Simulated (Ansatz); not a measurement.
# Li on Cu(100): change of the work function, part 4 of 5

How does Li on the hollow site change the work function of Cu(100) as the layer fills?

Ansatz 0.2.0; plane-wave DFT, PBE, Ansatz PAW.

So far, work function, upper face (eV): step 2 (the clean slab) 4.57; step 3 (the covered slab, k-mesh 6×6×1, coverage 0.25 ML) 2.38; step 4 (the covered slab, k-mesh 6×6×1, coverage 0.5 ML) 2.45; step 5 (adsorbate added, k-mesh 12×12×1, coverage 1 ML) 3.54; step 7 (the slab at 0.25 ML, atoms frozen) 2.38.

## Step 8: The substrate of the 0.25 ML cell alone

System of this step: Li/Cu(100), substrate alone, atoms held. The cell holds 16 atoms: 16 Cu. Cell: a = 5.105 Å, b = 5.105 Å, c = 25.466 Å, α = 90.0°, β = 90.0°, γ = 90.0°. Vacuum lies along c.

The second part, atoms unmoved.

Contents of input.yaml:

```yaml
crystal:
  lattice:
    - [5.1053109602, 0.0, 0.0]
    - [0.0, 5.1053109602, 0.0]
    - [0.0, 0.0, 25.4661087593]
  atoms:
    - { symbol: Cu, position: [0.25, 0.25, 0.3534108837] }
    - { symbol: Cu, position: [0.0, 0.0, 0.4242893998] }
    - { symbol: Cu, position: [0.25, 0.25, 0.4963419079] }
    - { symbol: Cu, position: [-0.0013814203, -0.0013814203, 0.5668490948] }
    - { symbol: Cu, position: [0.25, 0.75, 0.3534108837] }
    - { symbol: Cu, position: [0.0, 0.5, 0.4242893998] }
    - { symbol: Cu, position: [0.25, 0.75, 0.4961762635] }
    - { symbol: Cu, position: [-0.0013814203, 0.5013814203, 0.5668490948] }
    - { symbol: Cu, position: [0.75, 0.25, 0.3534108837] }
    - { symbol: Cu, position: [0.5, 0.0, 0.4242893998] }
    - { symbol: Cu, position: [0.75, 0.25, 0.4961762635] }
    - { symbol: Cu, position: [0.5013814203, -0.0013814203, 0.5668490948] }
    - { symbol: Cu, position: [0.75, 0.75, 0.3534108837] }
    - { symbol: Cu, position: [0.5, 0.5, 0.4242893998] }
    - { symbol: Cu, position: [0.75, 0.75, 0.4959485217] }
    - { symbol: Cu, position: [0.5013814203, 0.5013814203, 0.5668490948] }
kpoints:
  mp_grid: { grid: [6, 6, 1] }
hamiltonian:
  xc: pbe
scf:
  occupations: { method: fermi_dirac, width: 0.1 }
  convergence: { dr2_threshold: 1.0e-08 }
efield:
  axis: 3
  dipole_correction: true
  ramp_position: 0.97
  ramp_width: 0.06
output:
  write_potential: true
  write_density: true
  volumetric_format: npy
```

The run is started by

```sh
> ansatz run input.yaml --threads 4 --pin off --max-ram 12288MiB --backend cpu --events-out ev --progress --plain --runs-dir out
```

Numbers of over 12 decimals in the logs are rounded to 6 here.

The program printed:

```text
[...]
Crystal: 16 atoms, lattice volume = 663.754 Å³
Basis set: ecut = 420 eV, 12965 PW (Γ)
Bands: 183, of which v1, the nominal top of the filled ones, is band 152 counted from 1 (151 counted from 0)
Symmetry: 8 space group operations
[...]
k-points: 10 of 36
[...]
SCF iter   1: F=—  HF=-105997.960886 eV  |F-HF|=—  |Δ(HF+E_count)|=         —  Δρ=1.44e-3  dr2=5.00e-2  ethr=1.77e-3  p=0.000 e·Å  D=5.80e-5 V/Å  ΔV_dip=-0.00 eV  dr2_dipole=2.05e-9  V_vac-E_F(+/−)=4.49/4.49 eV  ⟨swp⟩=7.3  Hψ=7599  notcnv=0  defer=98
[...]
SCF iter  10: F=-105997.973538 eV  HF=-105997.973538 eV  |F-HF|=1.09e-7  |Δ(HF+E_count)|=   2.96e-8  Δρ=1.23e-6  dr2=9.15e-9  ethr=3.29e-12  p=0.000 e·Å  D=7.48e-5 V/Å  ΔV_dip=-0.00 eV  dr2_dipole=7.98e-11  V_vac-E_F(+/−)=4.58/4.58 eV  ⟨swp⟩=23.2  Hψ=11243  notcnv=0
SCF 1 converged in 10 iterations: F = -105997.973538 eV  dr2 = 9.15e-9
[...]
SCF converged after 10 iterations
Free energy (F): -105997.973538 eV
[...]
Internal energy: -105997.795833 eV  (E = F + TS)
E sigma→0 (E₀):  -105997.884686 eV
Entropy (-TS):   -0.177705 eV (-11.107 meV/atom)
Fermi energy:    1.538076 eV
Dipole field:    D = 0.000068 V/Å  (p = 0.000250 e·Å, saw-weighted, corrected)
Work function:   Φ+ = 4.5809 eV   Φ− = 4.5826 eV
[...]
--- Band table (eV; the first three rows and the last of 10) ---
  k-point 0: bands = [... 148 lower, 1.2263, 1.2263, 1.2268, 1.2274, 1.5154, 1.5164, 1.5189, 1.5189, ... 27 higher]
  k-point 1: bands = [... 148 lower, 0.3846, 1.3497, 1.4364, 1.4370, 1.7495, 1.7843, 1.7867, 2.8980, ... 27 higher]
  k-point 2: bands = [... 148 lower, 0.1600, 1.1009, 1.8023, 1.8026, 1.9844, 2.5392, 2.5404, 2.9346, ... 27 higher]
  k-point 9: bands = [... 148 lower, 0.4061, 0.4145, 0.4145, 0.4230, 1.8464, 1.8554, 1.8554, 1.8655, ... 27 higher]
```

It took 56 s on 4 threads of Intel Xeon Platinum 8259CL at 2.50GHz (Skylake/Cascade Lake), shared host; peak memory 2.9 GiB.

Numbers from this step:

- energy at zero smearing: -105997.8847 eV
- work function, upper face: 4.581 eV
- dipole along the normal: 2.50e-4 e·Å

The work function of the upper face is 4.58 eV.

## Step 9: The adsorbate layer of the 0.25 ML cell alone

System of this step: Li/Cu(100), adsorbate layer alone, atoms held. The cell holds 1 atom: 1 Li. Its edges and angles: a = 5.105 Å, b = 5.105 Å, c = 25.466 Å, α = 90.0°, β = 90.0°, γ = 90.0°. Vacuum lies along c.

The third part; a free layer of atoms may carry a moment, so spin is on.

input.yaml, the sections that differ from step 8:

```yaml
crystal:
  lattice:
    - [5.1053109602, 0.0, 0.0]
    - [0.0, 5.1053109602, 0.0]
    - [0.0, 0.0, 25.4661087593]
  atoms:
    - { symbol: Li, position: [0.25, 0.25, 0.639322075], spin: 1.0 }
magnetization:
  spin_polarized: true
# kpoints, hamiltonian, scf, efield, output: as in step 8
```

The program printed:

```text
[...]
Crystal: 1 atoms, lattice volume = 663.754 Å³
Basis set: ecut = 420 eV, 12965 PW (Γ)
Bands: 6, of which v1, the nominal top of the filled ones, is band 2 counted from 1 (1 counted from 0)
Symmetry: 8 space group operations
k-points: 10 of 36
[...]
Starting moments: Σ|m| = 1 μB on 1 of 1 site
[...]
SCF iter   7: F=—  HF=-203.272454 eV  |F-HF|=—  |Δ(HF+E_count)|=   1.40e-2  Δρ=2.14e-3 (↑2.13e-3 ↓2.14e-3)  dr2=7.52e-7  dr2_m=2.78e-2  M=0.156 μB ∫|m|=0.156 μB  β_m=0.62  ethr=1.43e-7  p=-0.000 e·Å  D=-5.28e-7 V/Å  ΔV_dip=0.00 eV  dr2_dipole=8.82e-12  V_vac-E_F(+/−)=3.05/3.05 eV  ⟨swp⟩=2.6  Hψ=213  notcnv=0
[...]
spin-set hold released at iteration 7 (site moments contracting): the magnetisation degrees of freedom join the quasi-Newton model from the next iteration; the mixer history was flushed
SCF iter   8: F=—  HF=-203.280115 eV  |F-HF|=—  |Δ(HF+E_count)|=   7.66e-3  Δρ=8.38e-4 (↑8.36e-4 ↓8.38e-4)  dr2=3.63e-6  dr2_m=4.26e-3  M=0.125 μB ∫|m|=0.125 μB  β_m=0.96  ethr=2.51e-8  p=0.000 e·Å  D=1.30e-7 V/Å  ΔV_dip=-0.00 eV  dr2_dipole=7.70e-13  V_vac-E_F(+/−)=3.05/3.05 eV  ⟨swp⟩=3.0  Hψ=207  notcnv=0  κ⁻¹=1.0e0(r=1)
density mixer auto → broyden: no gap read (density of states about μ 0.90 of a free-electron gas's, 8 screened modes)
SCF iter   9: F=—  HF=-203.285046 eV  |F-HF|=—  |Δ(HF+E_count)|=   4.93e-3  Δρ=7.44e-5 (↑7.44e-5 ↓6.70e-5)  dr2=6.11e-6  dr2_m=3.02e-5  M=0.074 μB ∫|m|=0.074 μB  β_m=1.20  ethr=2.51e-8  p=0.000 e·Å  D=4.48e-7 V/Å  ΔV_dip=-0.00 eV  dr2_dipole=5.35e-14  V_vac-E_F(+/−)=3.06/3.06 eV  ⟨swp⟩=3.1  Hψ=195  notcnv=0  κ⁻¹=4.2e-4(r=2)
[...]
SCF iter  16: F=-203.290125 eV  HF=-203.290125 eV  |F-HF|=1.20e-9  |Δ(HF+E_count)|=  2.72e-10  Δρ=2.36e-8 (↑1.61e-8 ↓2.36e-8)  dr2=9.06e-12  dr2_m=1.94e-12  M=0.000 μB ∫|m|=0.000 μB  ethr=1.00e-12  p=0.000 e·Å  D=4.36e-7 V/Å  ΔV_dip=-0.00 eV  dr2_dipole=7.68e-17  V_vac-E_F(+/−)=3.07/3.07 eV  ⟨swp⟩=2.1  Hψ=226  notcnv=0
SCF 1 converged in 16 iterations: F = -203.290125 eV  dr2 = 9.06e-12
[...]
the search or the solves at the SCF's close seem to have found levels that the self-consistency loop had missed (the run counts 1). By its estimate they hold under 1e-12 electrons; where the run keeps them, the occupations were computed again with them
WARN: the starting moments were not kept: the SCF closed with an absolute magnetisation of 1.9e-5 μB, where they sum to 1 μB in size (1 site). That is at most 0.1 of that sum. Measured as dr2_m measures the in/out step, that magnetisation stands 9.3e-12 eV from none, at or under the dr2_threshold of 1.0e-8 eV: it is no larger than a step whose dr2_m would equal this threshold. The system may hold no moment; this SCF  [...]
[...]
this state was not tested for a lower state beside it, because the mixer in use, unlike msr1, does not test its closes by its own steps (another_mixer; see scf.mixing.algorithm and scf.lower_state_search)
SCF converged after 16 iterations
Magnetization: 0.0000 μB (1.5000 up, 1.5000 down)
Absolute magnetization: 0.0000 μB (∫|ρ↑−ρ↓|, with the PAW one-centre terms)
[...]
Per-site moments (μB) at R_I (Å): [(1.1809729364249006e-5, 2.105941)]
Free energy (F): -203.290125 eV
[...]
Internal energy: -203.243964 eV  (E = F + TS)
E sigma→0 (E₀):  -203.267045 eV
Entropy (-TS):   -0.046161 eV (-46.161 meV/atom)
Fermi energy:    -2.841194 eV
Dipole field:    D = 0.000000 V/Å  (p = 0.000002 e·Å, saw-weighted, corrected)
Work function:   Φ+ = 3.0701 eV   Φ− = 3.0701 eV
[...]
--- Band table (eV; the first three rows and the last of 20) ---
[...]
```

Run time: 8.4 s. Hardware: 4 threads; peak memory 0.78 GiB.

This step gave:

```yaml
energy_at_zero_smearing: -203.2670 eV
work_function_upper_face: 3.070 eV
dipole_along_the_normal: 1.58e-6 e·Å
```

At this spacing and smearing the free layer keeps no moment.

## Step 10: Where the charge went at 0.25 ML

This step: plane-wave DFT, PBE, Ansatz PAW; density difference on adsorption (Ansatz 0.2.0).

The densities of the parts are taken from that of the whole and averaged over planes; the first moment of what is left gives the step in the potential.

Numbers from this step:

| Item | Value |
| --- | --- |
| largest charge moved | 0.008440 e/Å² |
| potential step from the moved charge | -2.169 eV |

Planar mean, whole system less its parts. Electron density difference against z:

z (Å), electron density difference (e/Å³) and a bar from the least value:
```
        4     0.0000 ##############
        5     0.0000 ##############
        6     0.0000 ##############
        7     0.0000 #############
        8     0.0000 #############
        9     0.0001 ##############
       10    -0.0001 #############
       11     0.0001 ##############
       12    -0.0002 #############
       13     0.0006 ###############
       14    -0.0040 ###
       15     0.0058 #############################
       16     0.0060 ##############################
       17    -0.0049 
       18    -0.0032 #####
       19    -0.0008 ###########
       20    -0.0001 #############
       21     0.0000 #############
       22     0.0000 ##############
       23     0.0000 ##############
```

Planar mean, whole system less its parts. The electrons moved below z by z:

z (Å), electrons moved below z (e/Å²) and a bar from the least value:
```
        4    0.00000 #########
        5    0.00000 #########
        6   -0.00001 #########
        7   -0.00003 #########
        8   -0.00007 #########
        9    0.00001 #########
       10   -0.00001 #########
       11    0.00008 #########
       12   -0.00013 #########
       13    0.00001 #########
       14   -0.00163 #####
       15   -0.00337 
       16    0.00759 ##############################
       17    0.00657 ###########################
       18    0.00205 ###############
       19    0.00041 ##########
       20    0.00007 #########
       21    0.00001 #########
       22    0.00000 #########
       23    0.00000 #########
```

(Continued in part 5 of 5.)

[Logs are printed without paths, hosts, clocks, repeated set-up lines and the standing remarks that a program may print on its own settings, such as how far it seeks lower states.]

[Hosts, paths, dates, database ids (printed as entryN), source tags and the programs' standing remarks are cut or masked in the printed files.]

[Maps of the electrostatic potential energy from Ansatz leave out the sawtooth potential of an applied field or a dipole correction, so their vacuum need not be flat; planar profiles and work functions include it.]
